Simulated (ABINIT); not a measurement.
## RbBH4 (F-43m): a self-consistent loop beyond G0W0, cycle by cycle

Wanted: G0W0 and self-consistent gaps of RbBH4 (F-43m), with the cost of the cycles.

Main program and level: ABINIT 10.8.3; PBEsol and many-body steps on it, plane waves.

## 1. The structure

Symmetry: F-43m, No. 216, cubic system. The conventional cell has a = 6.906 Å, b = 6.906 Å, c = 6.906 Å, α = 90.00°, β = 90.00°, γ = 90.00°. Nearest to Rb lie 12 H at 2.92 Å and 6 B at 3.45 Å. Nearest to B lie 4 H at 1.23 Å and 6 Rb at 3.45 Å. Nearest to H lie 1 B at 1.23 Å and 6 H at 2.00 to 2.88 Å and 3 Rb at 2.92 Å. Farther neighbours are not listed.

The cell and positions are those that the Materials Project relaxed with its own functionals (PBE, PBE+U or r2SCAN), kept fixed.

## 2. Empty states on the mesh, 2×2×2 mesh, 45 bands

This step: ABINIT 10.8.3; DFT, PBEsol, plane waves, norm-conserving pseudopotentials.

The sums over transitions need many empty states on a uniform mesh; this step solves for them.

Input file run.abi:

```
acell 3*1.0 Angstrom
rprim 
  -0.000000000000 3.453240220000 3.453240220000
  3.453240220000 -0.000000000000 3.453240220000
  3.453240220000 3.453240220000 -0.000000000000
ntypat 3
znucl 37 5 1
natom 6
typat 1 2 3 3 3 3
xred 
  0.000000000000 0.000000000000 0.000000000000
  0.500000000000 0.500000000000 0.500000000000
  0.602415200000 0.602415200000 0.602415200000
  0.192754400000 0.602415200000 0.602415200000
  0.602415200000 0.602415200000 0.192754400000
  0.602415200000 0.192754400000 0.602415200000
pp_dirpath "pseudos"
pseudos "Rb.upf, B.upf, H.upf"
ecut 34
ngkpt 2 2 2
nshiftk 1
shiftk 0 0 0
kptopt 1
chksymbreak 0
iscf -2
irdden 1
istwfk *1
nband 45
nbdbuf 4
tolwfr 1e-09
nstep 60
prtvol 0
indata_prefix "in"
outdata_prefix "out"
tmpdata_prefix "tmp"
```

The run is started by

```console
$ OMP_NUM_THREADS=1 mpirun -n 4 abinit run.abi > log
```

Numbers of over 12 decimals in the logs are rounded to 6 here.

The program printed:

```text
.Version 10.8.3 of ABINIT. v10.8.2 released Aug 2026.

 Symmetries : space group F-4 3 m (#216); Bravais cF (face-center cubic)
[... echo of the input left out ...]
== DATASET  1 ==================================================================
-   mpi_nproc: 4, omp_nthreads: 1 (-1 if OMP is not activated)
-    --> not optimal distribution: autoparal keyword recommended in input file <--

--- !DatasetInfo
iteration_state: {dtset: 1, }
dimensions: {natom: 6, nkpt: 3, mband: 45, nsppol: 1, nspinor: 1, nspden: 1, mpw: 5290, }
cutoff_energies: {ecut:  34.0, pawecutdg:  -1.0, }
[...]
0.62797    0.62797    0.64762    0.74345    0.74345    0.74345    0.78139    0.78733
   0.78733    0.78733    0.81882    0.81882    1.01300    1.03116    1.03116    1.03116
   1.05357    1.05357    1.05357    1.09885    1.12782
 prteigrs : prtvol=0 or 1, do not print more k-points.

== END DATASET(S) ==============================================================
================================================================================

 -outvars: echo values of variables after computation  --------
            nband          45
             nkpt           3
          spgroup         216
 [... the other variables as echoed above ...]

 Calculation completed.
```

The job ended after 13 s (4 MPI ranks of Arm Neoverse N1, shared host; peak memory 0.31 GiB).

Numbers from this step:

```yaml
gap: 5.909 eV
k_of_the_valence_top: 0, 0, 0
k_of_the_conduction_bottom: 0.5, 0.5, 0
least_direct_gap: 6.018 eV
k_points_computed: 3
lowest_point_of_the_top_converged_band_above_the_valence_top: 30.17 eV
```

On this mesh the gap is 5.909 eV.

The density comes from a self-consistent run that is not shown.

## 3. Screening, 2×2×2 mesh, 41 bands, screening to 87.1 eV

The RPA dielectric matrix is built and inverted for each q.

This step: RPA screening on PBEsol, plane waves, norm-conserving pseudopotentials.

run.abi: that of step 2 with these lines changed.

```diff
@@ -24,10 +24,11 @@
 chksymbreak 0
-iscf -2
-irdden 1
 istwfk *1
-nband 45
-nbdbuf 4
-tolwfr 1e-09
-nstep 60
-prtvol 0
+occopt 1
+irdwfk 1
+optdriver 3
+nband 41
+ecuteps 3.2
+inclvkb 2
+awtr 1
+symchi 1
 indata_prefix "in"
```

The program printed:

```text
.Version 10.8.3 of ABINIT. v10.8.2 released Aug 2026.

 Symmetries : space group F-4 3 m (#216); Bravais cF (face-center cubic)
[... echo of the input left out ...]
== DATASET  1 ==================================================================
-   mpi_nproc: 4, omp_nthreads: 1 (-1 if OMP is not activated)

--- !DatasetInfo
iteration_state: {dtset: 1, }
dimensions: {natom: 6, nkpt: 3, mband: 41, nsppol: 1, nspinor: 1, nspden: 1, mpw: 5290, }
cutoff_energies: {ecut:  34.0, pawecutdg:  -1.0, }
electrons: {nelect:   1.60000000E+01, charge:   0.00000000E+00, occopt:   1.00000000E+00, tsmear:   1.00000000E-02, }

 SCREENING: Calculation of the susceptibility and dielectric matrices

 Based on a program developped by R.W. Godby, V. Olevano, G. Onida, and L. Reining.
 Incorporated in ABINIT by V. Olevano, G.-M. Rignanese, and M. Torrent.
.Using double precision arithmetic ; gwpc =  8

[... cell and pseudopotentials left out ...]
--------------------------------------------------------------------------------

 ==== K-mesh for the wavefunctions ====
 Number of points in the irreducible wedge :     3
[... list of points left out ...]
 Together with 24 symmetry operations and time-reversal symmetry
 yields     8 points in the full Brillouin Zone.

 ==== Q-mesh for the screening function ====
 Number of points in the irreducible wedge :     3
[... list of points left out ...]
 Together with 24 symmetry operations and time-reversal symmetry
 yields     8 points in the full Brillouin Zone.

 setmesh: FFT mesh size selected  =    32x   32x   32
          total number of points  =        32768

 vcoul_init : cutoff-mode = AUXILIARY_FUNCTION
 q-points for optical limit:   1
     1)      0.000010    0.000020    0.000030

- screening: taking advantage of time-reversal symmetry
- Maximum band index for partially occupied states nbvw = 8
- Remaining bands to be divided among processors   nbcw = 33
- Number of bands treated by each node ~8

 Number of electrons calculated from density =   16.0000; Expected =   16.0000
 average of density, n =  0.028788
 r_s =    2.0241
 omega_plasma =   16.3667 [eV]

 calculating chi0 at frequencies [eV] :
  1    0.000000E+00    0.000000E+00
  2    0.000000E+00    1.636674E+01

--------------------------------------------------------------------------------
  q-point number  1        q = ( 0.000000, 0.000000, 0.000000) [r.l.u.]
--------------------------------------------------------------------------------
[... chi0 elements left out ...]
 For q-point:  0.000010 0.000020 0.000030
  dielectric constant =   2.3266
  dielectric constant without local fields =   2.6745

  Average fulfillment of the sum rule on Im[epsilon] for q-point    1 :     54.85  [%]
[... wings left out ...]
  q-point number  2        q = ( 0.500000, 0.000000, 0.000000) [r.l.u.]
--------------------------------------------------------------------------------
[... chi0 elements left out ...]
  Average fulfillment of the sum rule on Im[epsilon] for q-point    2 :     68.13  [%]

 [... 1 further q-points ...]
```

Elapsed: 5.3 s, on 4 MPI ranks; peak memory 0.2 GiB; 21 s of CPU time.

This step gave:

```yaml
eps_infinity_with_local_fields_on_this_mesh_along_the_program_s_q_direction: 2.327
the_same_without_local_fields: 2.675
plasma_frequency: 16.37 eV
plane_waves_in_the_screening_matrix: 169
```

Local fields lower ε∞ by 13 %. On a Γ-centred mesh this coarse the value itself is usually too large, while a short band sum pulls it down.

## 4. G0W0

The self-energy is evaluated for the states that the input lists, and the levels follow from it, in one-shot runs by the linearised quasiparticle equation.

This step: G0W0 on PBEsol, plane waves, norm-conserving pseudopotentials.

run.abi: that of step 3 with these lines changed.

```diff
@@ -27,8 +27,17 @@
 irdwfk 1
-optdriver 3
+optdriver 4
 nband 41
+gwcalctyp 0
+ecutsigx 34
+symsigma 1
+nkptgw 2
+kptgw 
+  0.0000000000 0.0000000000 0.0000000000
+  0.5000000000 0.5000000000 0.0000000000
+bdgw 
+  6 12
+  7 10
 ecuteps 3.2
-inclvkb 2
-awtr 1
-symchi 1
+irdscr 1
+ppmodel 1
 indata_prefix "in"
```

The program printed:

```text
.Version 10.8.3 of ABINIT. v10.8.2 released Aug 2026.

 Symmetries : space group F-4 3 m (#216); Bravais cF (face-center cubic)
[... echo of the input left out ...]
== DATASET  1 ==================================================================
-   mpi_nproc: 4, omp_nthreads: 1 (-1 if OMP is not activated)

--- !DatasetInfo
iteration_state: {dtset: 1, }
dimensions: {natom: 6, nkpt: 3, mband: 41, nsppol: 1, nspinor: 1, nspden: 1, mpw: 5290, }
cutoff_energies: {ecut:  34.0, pawecutdg:  -1.0, }
electrons: {nelect:   1.60000000E+01, charge:   0.00000000E+00, occopt:   1.00000000E+00, tsmear:   1.00000000E-02, }

 SIGMA: Calculation of the GW corrections

 Based on a program developped by R.W. Godby, V. Olevano, G. Onida, and L. Reining.
 Incorporated in ABINIT by V. Olevano, G.-M. Rignanese, and M. Torrent.
.Using double precision arithmetic ; gwpc =  8

[... cell and pseudopotentials left out ...]
--------------------------------------------------------------------------------

 ==== K-mesh for the wavefunctions ====
 Number of points in the irreducible wedge :     3
[... list of points left out ...]
 Together with 24 symmetry operations and time-reversal symmetry
 yields     8 points in the full Brillouin Zone.

 ==== Q-mesh for screening function ====
 Number of points in the irreducible wedge :     3
[... list of points left out ...]
 Together with 24 symmetry operations and time-reversal symmetry
 yields     8 points in the full Brillouin Zone.

 vcoul_init : cutoff-mode = AUXILIARY_FUNCTION
 q-points for optical limit:   1
     1)      0.000010    0.000020    0.000030
 setmesh: FFT mesh size selected  =    50x   50x   50
          total number of points  =       125000

 Number of electrons calculated from density =   16.0000; Expected =   16.0000
 average of density, n =  0.028788
 r_s =    2.0241
 omega_plasma =   16.3667 [eV]

 === KS Band Gaps ===
  >>>> For spin  1
   Minimum direct gap =   6.0181 [eV], located at k-point      :   0.5000  0.5000  0.0000
   Fundamental gap    =   5.9086 [eV], Top of valence bands at :   0.0000  0.0000  0.0000
                                       Bottom of conduction at :   0.5000  0.5000  0.0000
 SIGMA fundamental parameters:
 PLASMON POLE MODEL  1
 number of plane-waves for SigmaX                 5209
 number of plane-waves for SigmaC and W            169
 number of plane-waves for wavefunctions          5209
 number of bands                                    41
 number of independent spin polarizations            1
 number of spinorial components                      1
 number of k-points in IBZ                           3
 number of q-points in IBZ                           3
 number of symmetry operations                      24
 number of k-points in BZ                            8
 number of q-points in BZ                            8
 number of frequencies for dSigma/dE                 9
 frequency step for dSigma/dE [eV]                0.25
 number of omega for Sigma on real axis              0
 max omega for Sigma on real axis  [eV]           0.00
 zcut for avoiding poles [eV]                     0.10

 EPSILON^-1 parameters (SCR file):
 dimension of the eps^-1 matrix on file            169
 dimension of the eps^-1 matrix used               169
 number of plane-waves for wavefunctions          5209
 number of bands                                    41
 number of q-points in IBZ                           3
 number of frequencies                               2
 number of real frequencies                          1
 number of imag frequencies                          1

 matrix elements of self-energy operator (all in [eV])

 Perturbative Calculation

--- !SelfEnergy_ee
iteration_state: {dtset: 1, }
kpoint     : [   0.000,    0.000,    0.000, ]
spin       : 1
KS_gap     :    6.167
QP_gap     :    8.901
Delta_QP_KS:    2.734
data: !SigmaeeData |
     Band     E0 <VxcDFT>   SigX SigC(E0)      Z dSigC/dE  Sig(E)    E-E0       E
        6  -2.776 -12.269 -16.117   2.363   0.825  -0.212 -13.494  -1.225  -4.001
        7  -2.776 -12.269 -16.117   2.363   0.825  -0.212 -13.494  -1.225  -4.001
        8  -2.776 -12.269 -16.117   2.363   0.825  -0.212 -13.494  -1.225  -4.001
        9   3.392  -7.687  -3.475  -2.470   0.866  -0.155  -6.178   1.509   4.901
       10   4.738  -7.771  -3.324  -2.338   0.874  -0.144  -5.926   1.845   6.583
       11   4.738  -7.771  -3.324  -2.338   0.874  -0.144  -5.926   1.845   6.583
       12   4.738  -7.771  -3.324  -2.338   0.874  -0.144  -5.926   1.845   6.583

--- !SelfEnergy_ee
iteration_state: {dtset: 1, }
kpoint     : [   0.500,    0.500,    0.000, ]
spin       : 1
KS_gap     :    6.018
QP_gap     :    8.690
Delta_QP_KS:    2.672
data: !SigmaeeData |
     Band     E0 <VxcDFT>   SigX SigC(E0)      Z dSigC/dE  Sig(E)    E-E0       E
        7  -2.885 -12.215 -16.036   2.333   0.826  -0.211 -13.444  -1.230  -4.115
        8  -2.885 -12.215 -16.036   2.333   0.826  -0.211 -13.444  -1.230  -4.115
        9   3.133  -6.780  -2.852  -2.285   0.878  -0.139  -5.337   1.443   4.576
       10   5.481  -7.575  -3.010  -2.604   0.871  -0.149  -5.868   1.707   7.188

== END DATASET(S) ==============================================================
================================================================================

 -outvars: echo values of variables after computation  --------
           etotal      0.0000000000E+00
            nband          41
             nkpt           3
          spgroup         216
 [... the other variables as echoed above ...]

 Calculation completed.
```

Elapsed: 5.7 s, on 4 MPI ranks; peak memory 0.21 GiB.

Numbers from this step:

```yaml
g0w0_gap_on_the_points_computed: 8.577 eV
starting_gap_on_the_mesh: 5.909 eV
k_of_the_valence_top: 0, 0, 0
k_of_the_conduction_bottom: 0.5, 0.5, 0
z_at_the_valence_top: 0.825
z_at_the_conduction_bottom: 0.878
least_direct_g0w0_gap_on_the_computed_points: 8.691 eV
```

The gap on the mesh goes from 5.91 eV to 8.58 eV, a correction of +2.67 eV.

## 5. QSGW, cycle 1

This step: QSGW on PBEsol, plane waves, norm-conserving pseudopotentials.

run.abi: that of step 4 with these lines changed.

```diff
@@ -29,12 +29,14 @@
 nband 41
-gwcalctyp 0
+gwcalctyp 28
 ecutsigx 34
-symsigma 1
-nkptgw 2
+symsigma 0
+nkptgw 3
 kptgw 
   0.0000000000 0.0000000000 0.0000000000
+  0.5000000000 0.0000000000 0.0000000000
   0.5000000000 0.5000000000 0.0000000000
 bdgw 
-  6 12
-  7 10
+  1 15
+  1 15
+  1 15
 ecuteps 3.2
```

The program printed:

```text
.Version 10.8.3 of ABINIT. v10.8.2 released Aug 2026.

 Symmetries : space group F-4 3 m (#216); Bravais cF (face-center cubic)
[... echo of the input left out ...]
== DATASET  1 ==================================================================
-   mpi_nproc: 4, omp_nthreads: 1 (-1 if OMP is not activated)

--- !DatasetInfo
iteration_state: {dtset: 1, }
dimensions: {natom: 6, nkpt: 3, mband: 41, nsppol: 1, nspinor: 1, nspden: 1, mpw: 5290, }
cutoff_energies: {ecut:  34.0, pawecutdg:  -1.0, }
electrons: {nelect:   1.60000000E+01, charge:   0.00000000E+00, occopt:   1.00000000E+00, tsmear:   1.00000000E-02, }

 SIGMA: Calculation of the GW corrections

 Based on a program developped by R.W. Godby, V. Olevano, G. Onida, and L. Reining.
 Incorporated in ABINIT by V. Olevano, G.-M. Rignanese, and M. Torrent.
.Using double precision arithmetic ; gwpc =  8

[... cell and pseudopotentials left out ...]
--------------------------------------------------------------------------------

 ==== K-mesh for the wavefunctions ====
 Number of points in the irreducible wedge :     3
[... list of points left out ...]
 Together with 24 symmetry operations and time-reversal symmetry
 yields     8 points in the full Brillouin Zone.

 ==== Q-mesh for screening function ====
 Number of points in the irreducible wedge :     3
[... list of points left out ...]
 Together with 24 symmetry operations and time-reversal symmetry
 yields     8 points in the full Brillouin Zone.

 vcoul_init : cutoff-mode = AUXILIARY_FUNCTION
 q-points for optical limit:   1
     1)      0.000010    0.000020    0.000030
 setmesh: FFT mesh size selected  =    50x   50x   50
          total number of points  =       125000

 Number of electrons calculated from density =   16.0000; Expected =   16.0000
[...]
--- !SelfEnergy_ee
iteration_state: {dtset: 1, }
kpoint     : [   0.500,    0.000,    0.000, ]
spin       : 1
KS_gap     :    7.451
QP_gap     :   10.526
Delta_QP_KS:    3.075
data: !SigmaeeData |
     Band     E_DFT   <VxcDFT>   E(N-1)  <Hhartree>   SigX  SigC[E(N-1)]    Z     dSigC/dE  Sig[E(N)]  DeltaE  E(N)_pert E(N)_diago
[...]
--- !SelfEnergy_ee
iteration_state: {dtset: 1, }
kpoint     : [   0.500,    0.500,    0.000, ]
spin       : 1
KS_gap     :    6.018
QP_gap     :    9.150
Delta_QP_KS:    3.132
data: !SigmaeeData |
     Band     E_DFT   <VxcDFT>   E(N-1)  <Hhartree>   SigX  SigC[E(N-1)]    Z     dSigC/dE  Sig[E(N)]  DeltaE  E(N)_pert E(N)_diago
[...]
14     8.496    -9.493     8.496    17.989    -4.109    -2.458     1.000     0.000    -6.567     2.926    11.422    11.420
       15     8.496    -9.493     8.496    17.989    -4.109    -2.460     1.000     0.000    -6.568     2.925    11.421    11.424

 New Fermi energy :        8.449391E-03 Ha ,    2.299197E-01 eV
 New Exchange energy :    -5.610018E+00 Ha ,   -1.526564E+02 eV

 === QP Band Gaps ===
  >>>> For spin  1
   Minimum direct gap =   9.0956 [eV], located at k-point      :   0.5000  0.5000  0.0000
   Fundamental gap    =   8.9840 [eV], Top of valence bands at :   0.0000  0.0000  0.0000
                                       Bottom of conduction at :   0.5000  0.5000  0.0000

 writing QP data on file : out_QPS

 Convergence of QP corrections
 >>>>> For spin  1 <<<<<
.  kptgw no:  1; Maximum DeltaE = (   2.974   0.507) for band index:  1
.  kptgw no:  2; Maximum DeltaE = (   2.788   0.513) for band index:  1
.  kptgw no:  3; Maximum DeltaE = (   2.980   0.017) for band index: 13

== END DATASET(S) ==============================================================
================================================================================

 -outvars: echo values of variables after computation  --------
           etotal      0.0000000000E+00
            nband          41
             nkpt           3
          spgroup         216
 [... the other variables as echoed above ...]

 Calculation completed.
```

Wall time 12 s (4 MPI ranks); peak memory 0.92 GiB; 47 s of CPU time.

This step gave:

```yaml
quasiparticle_gap_on_the_points_computed: 8.984 eV
gap_of_the_density_functional_on_the_mesh: 5.909 eV
k_of_the_valence_top: 0, 0, 0
k_of_the_conduction_bottom: 0.5, 0.5, 0
z_at_the_valence_top: 1
z_at_the_conduction_bottom: 1
least_direct_quasiparticle_gap_on_the_computed_points: 9.096 eV
```

Against G0W0 in ABINIT (2×2×2 mesh, 41 bands, screening to 87.1 eV, Godby-Needs plasmon pole), the gap moves by +0.407 eV.

(Part 1 of 2 ends here.)

[Paths, hosts, dates, memory and timing lines, banners, echoed tables and standing remarks are left out of the program output.]

[Logs are printed without paths, hosts, clocks, repeated set-up lines and the standing remarks that a program may print on its own settings, such as how far it seeks lower states.]

[Runs of the session that timed out or met a known fault of the program may be left out.]

[Hosts, paths, dates, database ids (printed as entryN), source tags and the programs' standing remarks are cut or masked in the printed files.]

[G0W0 gaps are taken among the corrected bands and points alone; a level outside them can change the order at an edge.]

[Where Ansatz stands beside ABINIT at settings called matched, ABINIT's density can come from a denser mesh and the files from another edition; pairs whose starting gaps differed by over 0.03 eV were left out, so agreement reads better than it is.]
